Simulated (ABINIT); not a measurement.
# AlBiS3 (Pm-3m): phonons by linear response, part 2 of 7

How does AlBiS3 (Pm-3m) vibrate, and is this structure a minimum?

ABINIT 10.8.3; DFT PBE, scalar-relativistic, plane waves, PseudoDojo norm-conserving pseudopotentials.

So far. Step 4 (Relaxing the cell and atoms): The volume changes by +0.6 % in this run and stands +3.1 % from the first cell. Step 5 (Ground state): The cell stands at -0.26 GPa: the relaxation ran with a smoothed and higher cutoff, and the difference is a stress of the finite basis. The relaxed cell has a = 4.665 Å (conventional setting).

The structure was built from a prototype and need not be the compound's stable phase.

## Step 6: Linear response at Γ

At q = 0 one unit cell holds all displacements. The response is solved for single atoms along the cell's directions, and symmetry skips those that follow from others. The crystal is treated as a metal, which screens a static field, so no field response is asked.

Input file dfpt_gamma.abi:

```

# common to the responses
getwfk_filepath "gso_WFK"
kptopt 2
nqpt 1
qpt 0.0 0.0 0.0
asr 0
chneut 0

# displacements
rfphon 1
rfatpol 1 5
rfdir 1 1 1
tolvrs 1.0d-10
prtwf 0

# basis, mesh and filling
ecut 29.0
ngkpt 6 6 6
nshiftk 1
shiftk 0.0 0.0 0.0
istwfk *1
occopt 7
tsmear 0.01
nband 26
nstep 100
diemac 1000000.0
prtebands 0
prtgsr 0
useylm 1

# cell and atoms
acell 8.814935007 8.814935007 8.814935007
rprim 
    1.0 0.0 0.0
    0.0 1.0 0.0
    0.0 0.0 1.0
ntypat 3
znucl 83 13 16
natom 5
typat 1 2 3 3 3
xred 
    0.0 0.0 0.0
    0.5 0.5 0.5
    0.5 0.5 0.0
    0.5 0.0 0.5
    0.0 0.5 0.5
pp_dirpath "./pseudo"
pseudos "Bi.upf, Al.upf, S.upf"
```

Started as:

```sh
> OMP_NUM_THREADS=1 mpirun -n 4 abinit dfpt_gamma.abi > dfpt_gamma.log
```

Numbers of over 12 decimals in the logs are rounded to 6 here.

dfpt_gamma.abo, the main output file:

```text
[banners, grids, parts of the stress and lines that vanish by symmetry left out]
- input  file    -> dfpt_gamma.abi
- output file    -> dfpt_gamma.abo
- root for input  files -> dfpt_gammai
- root for output files -> dfpt_gammao

 Symmetries : space group Pm -3 m (#221); Bravais cP (primitive cubic)
================================================================================
 Values of the parameters that define the memory need of the present run (RF).
     intxc =       0      iscf =       7    lmnmax =      18     lnmax =       6
     mgfft =      45  mpssoang =       3    mqgrid =    3001     natom =       5
  nloc_mem =       1    nspden =       1   nspinor =       1    nsppol =       1
      nsym =      48    n1xccc =    2501    ntypat =       3    occopt =       7
   xclevel =       2
-    mband =          26        mffmem =           1         mkmem =          28
-   mkqmem =          28        mk1mem =          28           mpw =        5137
      nfft =       91125          nkpt =         112
- my_mband =          26
================================================================================
================================================================================

--------------------------------------------------------------------------------
------------- Echo of variables that govern the present computation ------------
--------------------------------------------------------------------------------
-
- outvars: echo of selected default values
-   iomode0 =  0 , fftalg0 =312 , wfoptalg0 =  0
-
- outvars: echo of global parameters not present in the input file
-  max_nthreads =    1
-
 -outvars: echo values of preprocessed input variables
 [... echo left out ...]
================================================================================

 chkinp: Checking input parameters for consistency.

[...]
== DATASET  1 ==================================================================
-   mpi_nproc: 4, omp_nthreads: 1 (-1 if OMP is not activated)

--- !DatasetInfo
iteration_state: {dtset: 1, }
dimensions: {natom: 5, nkpt: 112, mband: 26, nsppol: 1, nspinor: 1, nspden: 1, mpw: 5137, }
cutoff_energies: {ecut:  29.0, pawecutdg:  -1.0, }
electrons: {nelect:   3.60000000E+01, charge:   0.00000000E+00, occopt:   7.00000000E+00, tsmear:   1.00000000E-02, }
meta: {optdriver: 1, rfphon: 1, }
...

 mkfilename: getwfk from: gso_WFK

 Real(R)+Recip(G) space primitive vectors, cartesian coordinates (Bohr,Bohr^-1):
 R(1)=  8.8149350  0.0000000  0.0000000  G(1)=  0.1134438  0.0000000  0.0000000
 R(2)=  0.0000000  8.8149350  0.0000000  G(2)=  0.0000000  0.1134438  0.0000000
 R(3)=  0.0000000  0.0000000  8.8149350  G(3)=  0.0000000  0.0000000  0.1134438
 Unit cell volume ucvol=  6.8494759E+02 bohr^3
 Angles (23,13,12)=  9.00000000E+01  9.00000000E+01  9.00000000E+01 degrees
 setup1 : take into account q-point for computing boxcut.

 getcut: wavevector=  0.0000  0.0000  0.0000  ngfft=  45  45  45
         ecut(hartree)=     29.000   => boxcut(ratio)=   2.05906

--- Pseudopotential description ------------------------------------------------
- pspini: atom type   1  psp file is ./pseudo/Bi.upf

- pspini: atom type   2  psp file is ./pseudo/Al.upf

- pspini: atom type   3  psp file is ./pseudo/S.upf

   2.67324941E+03                                ecore*ucvol(ha*bohr**3)
--------------------------------------------------------------------------------

 ==>  initialize data related to q vector <==

 The list of irreducible perturbations for this q vector is:
    1)    idir= 1    ipert=   1
    2)    idir= 1    ipert=   2
    3)    idir= 1    ipert=   3
    4)    idir= 3    ipert=   3

[...]
The perturbation idir=   2  ipert=   1 is
 symmetric of a previously calculated perturbation.
 So, its SCF calculation is not needed.

 The perturbation idir=   3  ipert=   1 is
 symmetric of a previously calculated perturbation.
 So, its SCF calculation is not needed.

 The perturbation idir=   2  ipert=   2 is
 symmetric of a previously calculated perturbation.
 So, its SCF calculation is not needed.

 The perturbation idir=   3  ipert=   2 is
 symmetric of a previously calculated perturbation.
 So, its SCF calculation is not needed.

[...]
The perturbation idir=   2  ipert=   5 is
 symmetric of a previously calculated perturbation.
 So, its SCF calculation is not needed.

 The perturbation idir=   3  ipert=   5 is
 symmetric of a previously calculated perturbation.
 So, its SCF calculation is not needed.

--------------------------------------------------------------------------------
 Perturbation wavevector (in red.coord.)   0.000000  0.000000  0.000000
 Perturbation : displacement of atom   1   along direction   1
 Found     8 symmetries that leave the perturbation invariant.

[...]
dfpt_looppert : total number of electrons, from k and k+q
  fully or partially occupied states are    3.600000E+01 and    3.600000E+01.
 Initialisation of the first-order wave-functions :
  ireadwf=   0

--- !BeginCycle
iteration_state: {dtset: 1, }
solver: {iscf: 7, nstep: 100, nline: 4, wfoptalg: 0, }
tolerances: {tolvrs: 1.00E-10, }
...

     iter   2DEtotal(Ha)        deltaE(Ha) residm    vres2
-ETOT  1  0.102650     -1.892E+04 2.855E+01 3.192E+02
 ETOT  2  -3.368492     -3.471E+00 2.664E-01 1.984E+02
 ETOT  3  -3.453767     -8.528E-02 5.476E-02 4.249E+00
 ETOT  4  -3.454611     -8.440E-04 5.723E-02 1.455E+00
 ETOT  5  -3.455247     -6.359E-04 8.980E-03 4.185E-03
[...]
At SCF step   11       vres2   =  8.12E-11 < tolvrs=  1.00E-10 =>converged.
[...]
Mean square residual over all n,k,spin=   28.194E-07; max=  26.803E-04

 Thirteen components of 2nd-order total energy (hartree) are
 1,2,3: 0th-order hamiltonian combined with 1st-order wavefunctions
     kin0=   2.23549395E+04 eigvalue=   2.58661516E+03  local=  -1.28099959E+04
 4,5,6: 1st-order hamiltonian combined with 1st and 0th-order wfs
 loc psp =  -5.57411092E+03  Hartree=   1.77934718E+03     xc=  -2.99357462E+02
 note that "loc psp" includes a xc core correction that could be resolved
 7,8,9: eventually, occupation + non-local contributions
    edocc=   2.53701273E+01     enl0=   5.28411066E+03   enl1=  -3.22679477E+04
 1-9 gives the relaxation energy (to be shifted if some occ is /=2.0)
   erelax=  -1.89210293E+04
 10,11,12 Non-relaxation  contributions : frozen-wavefunctions and Ewald
 fr.local=   2.51127135E+03 fr.nonlo=   1.61224970E+04  Ewald=   1.49685609E+02
 13,14 Frozen wf xc core corrections (1) and (2)
 frxc 1  =  -6.49933004E+02  frxc 2 =   7.84053096E+02
 Resulting in :
 2DEtotal=   -0.3455247955E+01 Ha. Also 2DEtotal=   -0.940220866920E+02 eV
    (2DErelax=   -1.8921029304E+04 Ha. 2DEnonrelax=    1.8917574056E+04 Ha)
    (  non-var. 2DEtotal :   -3.4552487352E+00 Ha)

[...]
Perturbation wavevector (in red.coord.)   0.000000  0.000000  0.000000
 Perturbation : displacement of atom   2   along direction   1
 Found     8 symmetries that leave the perturbation invariant.

[...]
dfpt_looppert : total number of electrons, from k and k+q
  fully or partially occupied states are    3.600000E+01 and    3.600000E+01.
 Initialisation of the first-order wave-functions :
  ireadwf=   0

--- !BeginCycle
iteration_state: {dtset: 1, }
solver: {iscf: 7, nstep: 100, nline: 4, wfoptalg: 0, }
tolerances: {tolvrs: 1.00E-10, }
...

     iter   2DEtotal(Ha)        deltaE(Ha) residm    vres2
-ETOT  1   7.255027     -4.859E+01 6.212E-01 5.580E+03
[...]
At SCF step   12       vres2   =  4.04E-11 < tolvrs=  1.00E-10 =>converged.
[...]
Mean square residual over all n,k,spin=   26.330E-09; max=  22.421E-06

 Thirteen components of 2nd-order total energy (hartree) are
 1,2,3: 0th-order hamiltonian combined with 1st-order wavefunctions
     kin0=   4.17372131E+01 eigvalue=  -9.76117731E-01  local=  -2.22610950E+01
 4,5,6: 1st-order hamiltonian combined with 1st and 0th-order wfs
 loc psp =  -3.55782233E+01  Hartree=   1.32934624E+01     xc=  -3.32543593E+00
 note that "loc psp" includes a xc core correction that could be resolved
 7,8,9: eventually, occupation + non-local contributions
    edocc=   3.02901686E+00     enl0=   1.88395226E+01   enl1=  -6.50949093E+01
 1-9 gives the relaxation energy (to be shifted if some occ is /=2.0)
   erelax=  -5.03365663E+01
 10,11,12 Non-relaxation  contributions : frozen-wavefunctions and Ewald
 fr.local=  -3.95429371E+01 fr.nonlo=   5.04673527E+01  Ewald=   4.70440485E+01
 13,14 Frozen wf xc core corrections (1) and (2)
 frxc 1  =  -7.21698856E+00  frxc 2 =   5.09536017E+00
 Resulting in :
 2DEtotal=    0.5510269347E+01 Ha. Also 2DEtotal=    0.149942067525E+03 eV
    (2DErelax=   -5.0336566311E+01 Ha. 2DEnonrelax=    5.5846835658E+01 Ha)
    (  non-var. 2DEtotal :    5.5102693289E+00 Ha)

[...]
Perturbation wavevector (in red.coord.)   0.000000  0.000000  0.000000
 Perturbation : displacement of atom   3   along direction   1
 Found     4 symmetries that leave the perturbation invariant.

[...]
dfpt_looppert : total number of electrons, from k and k+q
  fully or partially occupied states are    3.600000E+01 and    3.600000E+01.
 Initialisation of the first-order wave-functions :
  ireadwf=   0

--- !BeginCycle
iteration_state: {dtset: 1, }
solver: {iscf: 7, nstep: 100, nline: 4, wfoptalg: 0, }
tolerances: {tolvrs: 1.00E-10, }
...

     iter   2DEtotal(Ha)        deltaE(Ha) residm    vres2
-ETOT  1 -0.646421     -5.531E+02 3.562E+00 1.862E+03
[...]
At SCF step   12       vres2   =  2.80E-11 < tolvrs=  1.00E-10 =>converged.
[...]
Mean square residual over all n,k,spin=   36.724E-07; max=  54.351E-04

 Thirteen components of 2nd-order total energy (hartree) are
 1,2,3: 0th-order hamiltonian combined with 1st-order wavefunctions
     kin0=   4.90217295E+02 eigvalue=  -1.48059085E+01  local=  -3.39082722E+02
 4,5,6: 1st-order hamiltonian combined with 1st and 0th-order wfs
 loc psp =  -4.25620720E+02  Hartree=   1.57933840E+02     xc=  -4.77936176E+01
 note that "loc psp" includes a xc core correction that could be resolved
 7,8,9: eventually, occupation + non-local contributions
    edocc=   2.55921381E+01     enl0=   2.81994198E+02   enl1=  -6.82489724E+02
 1-9 gives the relaxation energy (to be shifted if some occ is /=2.0)
   erelax=  -5.54055222E+02
 10,11,12 Non-relaxation  contributions : frozen-wavefunctions and Ewald
 fr.local=   1.44289531E+02 fr.nonlo=   3.42604187E+02  Ewald=   8.13701536E+01
 13,14 Frozen wf xc core corrections (1) and (2)
 frxc 1  =  -6.80646311E+01  frxc 2 =   5.22329174E+01
 Resulting in :
 2DEtotal=   -0.1623063774E+01 Ha. Also 2DEtotal=   -0.441658152579E+02 eV
    (2DErelax=   -5.5405522174E+02 Ha. 2DEnonrelax=    5.5243215796E+02 Ha)
    (  non-var. 2DEtotal :   -1.6230645164E+00 Ha)

[...]
Perturbation wavevector (in red.coord.)   0.000000  0.000000  0.000000
 Perturbation : displacement of atom   3   along direction   3
 Found     8 symmetries that leave the perturbation invariant.

--------------------------------------------------------------------------------

--------------------------------------------------------------------------------

 dfpt_looppert : total number of electrons, from k and k+q
  fully or partially occupied states are    3.600000E+01 and    3.600000E+01.
 Initialisation of the first-order wave-functions :
  ireadwf=   0

--- !BeginCycle
iteration_state: {dtset: 1, }
solver: {iscf: 7, nstep: 100, nline: 4, wfoptalg: 0, }
tolerances: {tolvrs: 1.00E-10, }
...

     iter   2DEtotal(Ha)        deltaE(Ha) residm    vres2
-ETOT  1   14.042325259511     -5.724E+02 5.798E+00 8.072E+03
[...]
ETOT 11   10.843455248318     -4.547E-12 6.548E-03 1.297E-09
 ETOT 12   10.843455248316     -1.592E-12 3.630E-03 6.301E-11

 At SCF step   12       vres2   =  6.30E-11 < tolvrs=  1.00E-10 =>converged.
[...]
Mean square residual over all n,k,spin=   37.820E-07; max=  36.295E-04

 Thirteen components of 2nd-order total energy (hartree) are
 1,2,3: 0th-order hamiltonian combined with 1st-order wavefunctions
     kin0=   4.76502717E+02 eigvalue=  -7.44283963E+00  local=  -3.21462258E+02
 4,5,6: 1st-order hamiltonian combined with 1st and 0th-order wfs
 loc psp =  -4.25419579E+02  Hartree=   1.70474432E+02     xc=  -4.69377933E+01
 note that "loc psp" includes a xc core correction that could be resolved
 7,8,9: eventually, occupation + non-local contributions
    edocc=   4.21608204E+01     enl0=   2.62280318E+02   enl1=  -7.25731211E+02
 1-9 gives the relaxation energy (to be shifted if some occ is /=2.0)
   erelax=  -5.75575395E+02
 10,11,12 Non-relaxation  contributions : frozen-wavefunctions and Ewald
 fr.local=   1.37182391E+02 fr.nonlo=   3.72362264E+02  Ewald=   9.38635938E+01
 13,14 Frozen wf xc core corrections (1) and (2)
 frxc 1  =  -6.75694069E+01  frxc 2 =   5.05800087E+01
 Resulting in :
 2DEtotal=    0.1084345525E+02 Ha. Also 2DEtotal=    0.295065449003E+03 eV
    (2DErelax=   -5.7557539469E+02 Ha. 2DEnonrelax=    5.8641884993E+02 Ha)
    (  non-var. 2DEtotal :    1.0843454780E+01 Ha)

[...]
---- first-order wavefunction calculations are completed ----

 ==> Compute Derivative Database <==

 [... matrices left out ...]
  Phonon wavevector (reduced coordinates) :  0.00000  0.00000  0.00000
 Phonon energies in Hartree :
  -7.054699E-04 -7.054699E-04 -7.054699E-04 -7.011237E-04 -7.011237E-04
  -7.011237E-04 -1.006639E-05 -1.006639E-05 -1.006639E-05  5.006094E-04
   5.006094E-04  5.006094E-04  1.933011E-03  1.933011E-03  1.933011E-03
 Phonon frequencies in cm-1    :
- -1.548327E+02 -1.548327E+02 -1.548327E+02 -1.538789E+02 -1.538789E+02
- -1.538789E+02 -2.209317E+00 -2.209317E+00 -2.209317E+00  1.098711E+02
-  1.098711E+02  1.098711E+02  4.242470E+02  4.242470E+02  4.242470E+02

== END DATASET(S) ==============================================================
================================================================================

 -outvars: echo values of variables after computation
            acell      8.8149350070E+00  8.8149350070E+00  8.8149350070E+00 Bohr
           etotal      1.0843455248E+01
            fcart      0.0000000000E+00  0.0000000000E+00  0.0000000000E+00
           strten      0.0000000000E+00  0.0000000000E+00  0.0000000000E+00
================================================================================
```

Wall time 13 min (4 MPI ranks of Intel Xeon at 2.50GHz (Skylake/Cascade Lake), shared host).

Read from the output:

```yaml
largest_acoustic_frequency_at_the_zone_centre_before_the_sum_rule: -2.21 cm⁻¹
highest_optical_zone_centre_mode_no_lo_to_term: 424.2 cm⁻¹
lowest_optical_zone_centre_mode: -154.8 cm⁻¹
```

The acoustic modes at Γ come out as far as 2.2 cm⁻¹ from zero, where they should vanish, a small numerical error. The lowest optical mode is imaginary, 155i cm⁻¹, an instability at this level and on this k mesh.

[end of part 2 of 7]

[Host names and launcher messages were left out of these logs when they were recorded.]

[Logs are printed without paths, hosts, clocks, repeated set-up lines and the standing remarks that a program may print on its own settings, such as how far it seeks lower states.]

[Hosts, paths, dates, database ids (printed as entryN), source tags and the programs' standing remarks are cut or masked in the printed files.]
